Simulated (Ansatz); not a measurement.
# NaTaS3 (model cell, started as cubic perovskite with Ta in the octahedra): following an unstable mode

Aim: this structure of NaTaS3 (model cell, started as cubic perovskite with Ta in the octahedra) is to be tested for unstable modes, and one is followed downhill.

Calculated with Ansatz 0.2.0; DFT PBE, scalar-relativistic, plane waves, PAW; PAW set soft_1.

Report form: the programs' logs are mostly left out.

The structure was built from a prototype and need not be the compound's stable phase.

### 1. Set-up

The structure is cubic, space group Pm-3m (No. 221). Conventional cell: a = 4.834 Å, b = 4.834 Å, c = 4.834 Å, α = 90.00°, β = 90.00°, γ = 90.00°. Na has 12 S at 3.42 Å nearest. Nearest to Ta lie 6 S at 2.42 Å. S has 2 Ta at 2.42 Å and 4 Na at 3.42 Å nearest. Farther neighbours and most contacts between anions are not listed.

### 2. Response at finite wavevector

The cell comes from relaxations at this level that are not shown. Stability and thermal properties need the whole zone. Linear response on a 2×2×2 q mesh gives force constants as far as a supercell of that size would.

File input.yaml:

```yaml
crystal:
  lattice:
    - [4.8341712185, 0.0, 0.0]
    - [0.0, 4.8341712185, 0.0]
    - [0.0, 0.0, 4.8341712185]
  atoms:
    - { symbol: Na, position: [0.0, 0.0, 0.0] }
    - { symbol: Ta, position: [0.5, 0.5, 0.5] }
    - { symbol: S, position: [0.5, 0.5, 0.0] }
    - { symbol: S, position: [0.5, 0.0, 0.5] }
    - { symbol: S, position: [0.0, 0.5, 0.5] }
kpoints:
  mp_grid: { grid: [8, 8, 8] }
hamiltonian:
  xc: pbe
  pseudopotentials: { kind: paw, azcp: { folder: soft_1 } }
scf:
  occupations: { method: methfessel_paxton, width: 0.2 }
output:
  eigenvalues: true
phonons:
  method: dfpt
  qmesh: [2, 2, 2]
  temperatures: { t_max: 1000, t_step: 50 }
  qpath:
    path:
      - [[0.0, 0.0, 0.0], [0.0, 0.5, 0.0], [0.5, 0.5, 0.0], [0.0, 0.0, 0.0], [0.5, 0.5, 0.5], [0.0, 0.5, 0.0]]
      - [[0.5, 0.5, 0.5], [0.5, 0.5, 0.0]]
    npoints: 10
```

The run is started by

```sh
$ ansatz run input.yaml --threads 4 --pin off --max-ram 16384MiB --backend cpu --events-out ev --progress --plain --runs-dir out
```

Wall time 3.6 min (4 threads of Arm Neoverse V1, shared host); peak memory 1.1 GiB; 14 min of CPU time.

This step gave:

```yaml
volume_per_atom: 22.59 Å³
gap_on_the_k_mesh: 0 eV
sum_rule_residual_before_enforcement: 2.31e-5 eV/Å²
lowest_frequency_on_the_path: -143.0 cm⁻¹
point_group: m-3m
highest_frequency_on_the_path_or_at_a_solved_wavevector: 493.0 cm⁻¹
highest_optical_mode_at_the_zone_centre_no_lo_to_term: 330.7 cm⁻¹
lowest_optical_zone_centre_mode: -41.34 cm⁻¹
lowest_mode_on_the_q_mesh_acoustic_modes_at_gamma_apart: -143.0 cm⁻¹
```

Frequencies (cm⁻¹) solved at each irreducible wavevector; negative means imaginary. Frequencies by wavevector, by row:

| q in reciprocal lattice units | star | mode 1 | mode 2 | mode 3 | mode 4 | mode 13 | mode 14 | mode 15 |
| --- | --- | --- | --- | --- | --- | --- | --- | --- |
| 0 0 0 | 1 | -41.3 | -41.3 | -41.3 | -31.8 | 330.7 | 330.7 | 330.7 |
| 0 0 -0.5 | 3 | -33.5 | -33.5 | -29.5 | -29.5 | 324.9 | 324.9 | 432.5 |
| 0 -0.5 -0.5 | 3 | -108.3 | -36.9 | -25.9 | -22.2 | 208.1 | 319 | 467.5 |
| -0.5 -0.5 -0.5 | 1 | -143 | -143 | -108.6 | -108.6 | 205 | 205 | 493 |

Interpolated from a 2×2×2 q mesh. The phonon branches at the labelled points (cm⁻¹):

| point | branch 1 | branch 2 | branch 3 | branch 4 | branch 12 | branch 13 | branch 14 | branch 15 |
| --- | --- | --- | --- | --- | --- | --- | --- | --- |
| Γ | -41 | -41 | -41 | -32 | 91 | 331 | 331 | 331 |
| halfway | -36 | -36 | -25 | -25 | 139 | 328 | 328 | 380 |
| X | -34 | -34 | -30 | -30 | 194 | 325 | 325 | 432 |
| halfway | -47 | -33 | -30 | -29 | 202 | 263 | 322 | 451 |
| M | -108 | -37 | -26 | -22 | 183 | 208 | 319 | 468 |
| halfway | -33 | -30 | -29 | -23 | 175 | 295 | 326 | 418 |
| Γ | -41 | -41 | -41 | -32 | 91 | 331 | 331 | 331 |
| halfway | -38 | -38 | -33 | -12 | 180 | 271 | 271 | 451 |
| R | -143 | -143 | -109 | -109 | 205 | 205 | 205 | 493 |
| halfway | -56 | -39 | -32 | -26 | 204 | 221 | 242 | 474 |
| X | -34 | -34 | -30 | -30 | 194 | 325 | 325 | 432 |
| jump to R | -143 | -143 | -109 | -109 | 205 | 205 | 205 | 493 |
| halfway | -108 | -44 | -44 | -23 | 196 | 196 | 207 | 487 |
| M | -108 | -37 | -26 | -22 | 183 | 208 | 319 | 468 |

Symmetry leaves 4 wavevectors to solve. The lowest mode among them, the acoustic zeros apart, lies at q = (-0.5, -0.5, -0.5) and is imaginary, 143.0i cm⁻¹, so the energy falls along it.

### 3. The mode frozen in, largest atomic shift 0 Å

The mode followed lies at q = (-0.5, -0.5, -0.5) with frequency 108.6i cm⁻¹ and is 3-fold degenerate, one of the unstable modes though not the softest. At small amplitude the distorted cell has space group no. 167 by a symmetry search on the positions. The undistorted cell that holds it gives the zero of energy on the same k mesh.

System of this step: NaTaS3 (model cell, started as cubic perovskite with Ta in the octahedra). It takes space group Pm-3m (No. 221, cubic). The conventional cell has a = 4.834 Å, b = 4.834 Å, c = 4.834 Å, α = 90.00°, β = 90.00°, γ = 90.00°. Nearest to Na lie 12 S at 3.42 Å. Nearest to Ta lie 6 S at 2.42 Å. S has 2 Ta at 2.42 Å and 4 Na at 3.42 Å nearest. Farther neighbours and most contacts between anions are not listed.

input.yaml, the sections that differ from step 2:

```yaml
crystal:
  lattice:
    - [4.8341712185, 4.8341712185, 0.0]
    - [4.8341712185, 0.0, 4.8341712185]
    - [4.8341712185, 0.0, -4.8341712185]
  atoms:
    - { symbol: Na, position: [0.0, 0.0, 0.0] }
    - { symbol: Na, position: [0.0, 0.5, 0.5] }
    - { symbol: Ta, position: [0.5, 0.25, 0.75] }
    - { symbol: Ta, position: [0.5, 0.75, 0.25] }
    - { symbol: S, position: [0.5, 0.0, 0.0] }
    - { symbol: S, position: [0.5, 0.5, 0.5] }
    - { symbol: S, position: [0.0, 0.5, 0.0] }
    - { symbol: S, position: [0.0, 0.0, 0.5] }
    - { symbol: S, position: [0.5, 0.0, 0.5] }
    - { symbol: S, position: [0.5, 0.5, 0.0] }
output:
  forces: true
  stress: true
  eigenvalues: true
# kpoints, hamiltonian, scf: as in step 2
# phonons: removed
```

Wall time 5.5 s (4 threads); peak memory 0.71 GiB; 21 s of CPU time.

Numbers from this step:

| Item | Value |
| --- | --- |
| pressure | -0.08120 GPa |
| gap on the k-mesh | 0.01873 eV |
| energy from the undistorted cell | 0 meV/atom |

The run ends at a pressure of -0.08 GPa.

### 4. The mode frozen in, largest atomic shift 0.6 Å

The atoms are moved along the unstable eigenvector, the largest shift by 0.6 Å, with the cell fixed.

input.yaml, the sections that differ from step 3:

```yaml
crystal:
  lattice:
    - [4.8341712185, 4.8341712185, 0.0]
    - [4.8341712185, 0.0, 4.8341712185]
    - [4.8341712185, 0.0, -4.8341712185]
  atoms:
    - { symbol: Na, position: [0.0, 0.0, 0.0] }
    - { symbol: Na, position: [0.0, 0.5, 0.5] }
    - { symbol: Ta, position: [0.5, 0.25, 0.75] }
    - { symbol: Ta, position: [0.5, 0.75, 0.25] }
    - { symbol: S, position: [0.5877635585, 0.0, 0.0] }
    - { symbol: S, position: [0.4122364415, 0.5, 0.5] }
    - { symbol: S, position: [0.0, 0.4122364415, 0.0] }
    - { symbol: S, position: [0.0, 0.0877635585, 0.5] }
    - { symbol: S, position: [0.5877635585, -0.0877635585, 0.5] }
    - { symbol: S, position: [0.4122364415, 0.5877635585, 0.0] }
# kpoints, hamiltonian, scf, output: as in step 3
```

It took 11 s on 4 threads; peak memory 0.9 GiB; 45 s of CPU time.

Numbers from this step:

```
pressure                         : -4.800 GPa
gap on the k-mesh                : 0 eV
energy from the undistorted cell : -52.58 meV/atom
```

The energy, extrapolated to zero smearing, is -52.58 meV/atom against the undistorted cell.

The run ends at a pressure of -4.80 GPa, with forces up to 0.17 eV/Å.

### 5. Energy along the mode, all amplitudes (two of the runs are shown above)

An imaginary frequency means negative curvature, so the energy should fall and then rise again as anharmonic terms take over.

Numbers from this step:

| Property | Result |
| --- | --- |
| depth at the lowest point sampled | 52.58 meV/atom |
| largest atomic shift at that point | 0.6 Å |

Energy from the parent against largest atomic shift:

| largest atomic shift (Å) | energy from the parent (meV/atom) |
| --- | --- |
| 0.000 | 0 |
| 0.040 | -0.587 |
| 0.080 | -2.34 |
| 0.140 | -7.06 |
| 0.220 | -16.8 |
| 0.320 | -32.4 |
| 0.450 | -50.4 |
| 0.600 | -52.6 |

Displacement at unit largest shift by atom:

| atom | x (Å) | y (Å) | z (Å) | size |
| --- | --- | --- | --- | --- |
| Na1 | 0.000 | 0.000 | 0.000 | 0.000 |
| Na2 | 0.000 | 0.000 | 0.000 | 0.000 |
| Ta3 | 0.000 | 0.000 | 0.000 | 0.000 |
| Ta4 | 0.000 | 0.000 | 0.000 | 0.000 |
| S5 | 0.707 | 0.707 | 0.000 | 1.000 |
| S6 | -0.707 | -0.707 | 0.000 | 1.000 |
| S7 | -0.707 | 0.000 | -0.707 | 1.000 |
| S8 | 0.707 | 0.000 | 0.707 | 1.000 |
| S9 | 0.000 | 0.707 | -0.707 | 1.000 |
| S10 | 0.000 | -0.707 | 0.707 | 1.000 |

The lowest of the steps tried is the last one, at 0.6 Å, 52.6 meV/atom below the parent; the bottom of the well need not coincide with a step.

### 6. Relaxation from the frozen mode

Starting from the lowest point found, all atoms and the cell are let go, so that strain and other modes of the same symmetry can join in.

Changes to input.yaml since step 4:

```diff
@@ -27 +27,10 @@
   eigenvalues: true
+  write_density: true
+  write_potential: true
+  elf: true
+  volumetric_format: npy
+relax:
+  adjacent_minimum: "off"
+  f_tol: 0.002
+  max_steps: 120
+  cell: { stress_tol: 0.03 }
```

It took 82 s on 4 threads; peak memory 0.97 GiB.

Relaxation path:

| step | energy less that of the first step (eV) | largest force component (eV/Å) | pressure (GPa) | volume (Å³) |
| --- | --- | --- | --- | --- |
| 1 | 0.0000 | 0.1176 | -4.80 | 225.94 |
| 2 | -0.1513 | 0.1351 | 2.87 | 206.92 |
| 3 | -0.2136 | 0.0116 | -0.31 | 213.29 |
| 4 | -0.2150 | 0.0072 | -0.06 | 212.46 |
| 5 | -0.2153 | 0.0003 | 0.01 | 212.19 |
| 6* | -0.2140 | 0.0003 | 0.01 | 212.19 |

Relaxation steps marked * repeat the geometry before them on a plane-wave basis chosen anew for their cell, so energy and pressure can jump there.

The run keeps the 12 symmetry operations that it works with, so distortions that break them were not tested.

| conventional cell, symmetrised | before | after | change |
| --- | --- | --- | --- |
| a (Å) | 6.837 | 6.698 | -2.0 % |
| b (Å) | 6.837 | 6.698 | -2.0 % |
| c (Å) | 16.746 | 16.385 | -2.2 % |
| volume (Å³/atom) | 22.59 | 21.22 | -6.1 % |

The relaxed structure:

```cif
data_structure
_symmetry_space_group_name_H-M 'P 1'
_symmetry_Int_Tables_number 1
_cell_length_a 6.6978
_cell_length_b 6.6978
_cell_length_c 6.6920
_cell_angle_alpha 90.000
_cell_angle_beta 59.972
_cell_angle_gamma 60.000
_cell_volume 212.19
loop_
_atom_site_label
_atom_site_type_symbol
_atom_site_fract_x
_atom_site_fract_y
_atom_site_fract_z
_atom_site_occupancy
Na1 Na 0.00000 0.00000 0.00000 1
Na2 Na 0.00000 0.50000 0.50000 1
Ta3 Ta 0.50000 0.25000 0.75000 1
Ta4 Ta 0.50000 0.75000 0.25000 1
S5 S 0.58871 0.00000 0.00000 1
S6 S 0.41129 0.50000 0.50000 1
S7 S 0.00000 0.41129 0.00000 1
S8 S 0.00000 0.08871 0.50000 1
S9 S 0.58871 0.91129 0.50000 1
S10 S 0.41129 0.58871 0.00000 1
```

This step gave:

* pressure: 0.006921 GPa
* volume per atom: 21.22 Å³

Valence density in the ac plane of the conventional cell at fractional y = 0.333, with atoms of Na and Ta and S within 0.2 Å of it. It is the smooth field of the valence electrons, not physical close to the nuclei.

Ten steps, logarithmic in the rise over the least value, from '0' (0 e/Å³) to '9' (12 e/Å³), each cell a mean:
```
0001123321100000000
0001244443211111110
0001244443334432110
0000112222477764211
3210000012467764333
4421000011223323444
4321000001110012344
2111110000000000122
0123333210012210000
0134444421279961000
0134444321168851000
0112332100000000000
3211000000000001233
4421000011111112444
4320000011234433444
2100000112477764222
0000123333467763110
0001244444323322110
0001244443210011100
0111112221000000000
3333110000012210012
4444310000279961124
4444310000168851124
2332110000000000001
```
Columns run along a (6.7 Å), rows up along c (16.4 Å), edges of the conventional cell, whose origin can differ from the input's. Atoms in or near the plane, at fractional coordinates: Na at (0.67, 0.08), Na at (0.67, 0.58), Ta at (0.67, 0.83), Ta at (0.67, 0.33), S at (0.08, 0.08), S at (0.26, 0.58).

ELF in the ac plane of the conventional cell at fractional y = 0.333, with atoms of Na and Ta and S within 0.2 Å of it. It is the smooth field of the valence electrons, not physical close to the nuclei.

Ten even steps from '0' (0.01) to '9' (0.87), each cell a mean:
```
1112368987410000000
0015898789731122322
0015899888434322332
1101467653475673122
8751001121376663578
8984001233222236887
9973000122211137998
6422221000000013677
1258998640012200011
2697337982155551000
1588558971155541000
1246887520000000122
8631111000000025788
8984101233211147987
9984000232224335888
7631011221475673367
0002578874476663121
0015998788522222332
0014799899731112221
2322246776300000001
8987521110012200147
6248851000255551399
7468841000155540389
7886311221000000035
```
Columns run along a (6.7 Å), rows up along c (16.4 Å), edges of the conventional cell, whose origin can differ from the input's. Atoms in or near the plane, at fractional coordinates: Na at (0.67, 0.08), Na at (0.67, 0.58), Ta at (0.67, 0.83), Ta at (0.67, 0.33), S at (0.08, 0.08), S at (0.26, 0.58).

Electrostatic potential energy in the ac plane of the conventional cell at fractional y = 0.333, with atoms of Na and Ta and S within 0.2 Å of it. With pseudopotentials it is smooth inside the atoms' cores, unlike the true potential.

Ten even steps from '0' (-44 eV) to '9' (11 eV), each cell a mean:
```
9999998889999999999
9999863247999999999
9999974357865568999
9999999988400015899
8999999998510026888
3799999999877778632
4799999999999999743
9999999999999999999
9998778999988899999
9973222799830048999
9984224799852268999
9999889999999999999
8999999999999999988
3799999999999999732
4799999999865568743
9999999998400015889
9999998888510026899
9999963247877788999
9999974358999999999
9999999999999999999
8778999999988899999
2224899999830048996
3225899999852268997
9889999999999999999
```
Columns run along a (6.7 Å; values clipped at the 3rd and 97th percentile), rows up along c (16.4 Å), edges of the conventional cell, whose origin can differ from the input's. Atoms in or near the plane, at fractional coordinates: Na at (0.67, 0.08), Na at (0.67, 0.58), Ta at (0.67, 0.83), Ta at (0.67, 0.33), S at (0.08, 0.08), S at (0.26, 0.58).

The distorted start has space group R-3c; the relaxation ends in R-3c.

(Continued in part 2 of 2.)

[Logs are printed without paths, hosts, clocks, repeated set-up lines and the standing remarks that a program may print on its own settings, such as how far it seeks lower states.]

[Hosts, paths, dates, database ids (printed as entryN), source tags and the programs' standing remarks are cut or masked in the printed files.]
